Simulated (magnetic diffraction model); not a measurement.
**Solving a magnetic structure from powder neutron data: CoAg2Cl4**

Space group I4_1/acd (no. 142, origin choice 1), a = 6.3530 Å, c = 28.7670 Å.

| site | atom | x | y | z |
| --- | --- | --- | --- | --- |
| 16d | Ag | 0 | 0 | 0.4291 |
| 8b | Co | 1/2 | 0 | 0 |
| 16d | Cl | 0 | 0 | 0.3277 |
| 16f | Cl | 0.2681 | 0.7319 | 1/4 |

This is a made-up structure (elements placed in a structure type, unrelaxed), so the numbers test the method and describe no known phase.

Only Co is taken to order (form factors of Co2+); orders and moment sizes are assumed, and not adapted to the symmetry. Radiation: neutrons of λ = 2.0775 Å, 5° to 55°; isotropic B of 0.34 Å² (Ag), 0.36 Å² (Co) and 0.43 Å² (Cl). Simulated constant-wavelength pattern: nuclear and magnetic terms add, the magnetic one as |2.695 fm × Σ f S⊥ exp(2πi Q·r) exp(−B s²)|², summed over all Q at one angle with the factor 1/(sin²θ cos θ). For collinear order S is the moment m, which repeats by lattice and centring translations R with the sign exp(−2πi k·R). Free-ion form factors, Sears's scattering lengths of 1992, no absorption; a label names one of the reflections at its angle. The strongest nuclear line in the range is 100, and lines under 0.2 are left out.

Above the ordering temperature:

| 2θ (°) | index | I |
| --- | --- | --- |
| 16.61 | (0 0 4) | 18.6 |
| 28.04 | (1 1 2) | 6.7 |
| 33.58 | (0 0 8) | 0.3 |
| 36.95 | (1 1 6) | 3.2 |
| 38.17 | (2 0 0) | 11.4 |
| 41.89 | (2 0 4) | 58.0 |
| 43.11 | (2 1 1) | 1.5 |
| 44.83 | (2 1 3) | 1.4 |
| 48.13 | (2 1 5) | 1.2 |
| 50.78 | (1 1 10) | 5.0 |
| 51.35 | (0 0 12) | 32.3 |
| 51.74 | (2 0 8) | 100.0 |
| 52.78 | (2 1 7) | 1.1 |

Below it (cell unchanged):

```
2θ (°)      I
  8.28   22.0
 16.61   18.6
 25.02    2.1
 26.74    1.8
 28.04    6.7
 31.64    3.1
 33.58    0.3
 36.95    3.2
 38.17   11.4
 39.13    1.4
 41.89   58.0
 42.33    0.6
 43.11    1.5
 43.43    1.7
 44.83    1.4
 46.19    1.1
 48.13    1.2
 50.78    5.0
 51.35   32.3
 51.74  100.0
 52.78    1.1
```

**Question.** Find the propagation vector, then choose among these models:
A. collinear moments along [001], 2.46 μB on Co; signs + at (1/2, 0, 0), + at (0, 1/2, 0), + at (1/2, 1/2, 1/4), + at (0, 0, 1/4)
B. collinear moments along [001], 2.46 μB on Co; signs + at (1/2, 0, 0), + at (0, 1/2, 0), − at (1/2, 1/2, 1/4), − at (0, 0, 1/4)
C. collinear moments along [010], 2.46 μB on Co; signs + at (1/2, 0, 0), + at (0, 1/2, 0), + at (1/2, 1/2, 1/4), + at (0, 0, 1/4)
D. collinear moments along [010], 2.46 μB on Co; signs + at (1/2, 0, 0), + at (0, 1/2, 0), − at (1/2, 1/2, 1/4), − at (0, 0, 1/4)

No line moves, and magnetic intensity stands at places without nuclear intensity; new lines at (0 0 2), (0 0 6) and (1 1 0) have whole indices that obey the lattice centring, at places with no nuclear intensity to speak of, so the magnetic cell equals the chemical primitive cell: k = 0.

Magnetic intensity, observed (below minus above) and for each model:

| 2θ (°) | index | observed | A | B | C | D |
| --- | --- | --- | --- | --- | --- | --- |
| 8.28 | (0 0 2) | 22.0 | <0.2 | <0.2 | <0.2 | 22.0 |
| 16.61 | (0 0 4) | <0.2 | <0.2 | <0.2 | 5.2 | <0.2 |
| 25.02 | (0 0 6) | 2.1 | <0.2 | <0.2 | <0.2 | 2.1 |
| 26.74 | (1 1 0) | 1.8 | <0.2 | 3.6 | <0.2 | 1.8 |
| 28.04 | (1 1 2) | <0.2 | 5.8 | <0.2 | 3.5 | <0.2 |
| 31.64 | (1 1 4) | 3.1 | <0.2 | 3.4 | <0.2 | 3.1 |
| 36.95 | (1 1 6) | <0.2 | 1.7 | <0.2 | 2.4 | <0.2 |
| 39.13 | (2 0 2) | 1.4 | <0.2 | 2.6 | <0.2 | 1.4 |

Model D matches.

The absence at (0 0 4) is telling: the sublattices cancel there.

The structure used: k = (0 0 0), collinear moments along [010], 2.46 μB on Co; signs + at (1/2, 0, 0), + at (0, 1/2, 0), − at (1/2, 1/2, 1/4), − at (0, 0, 1/4).

[Logs are printed without paths, hosts, clocks, repeated set-up lines and the standing remarks that a program may print on its own settings, such as how far it seeks lower states.]
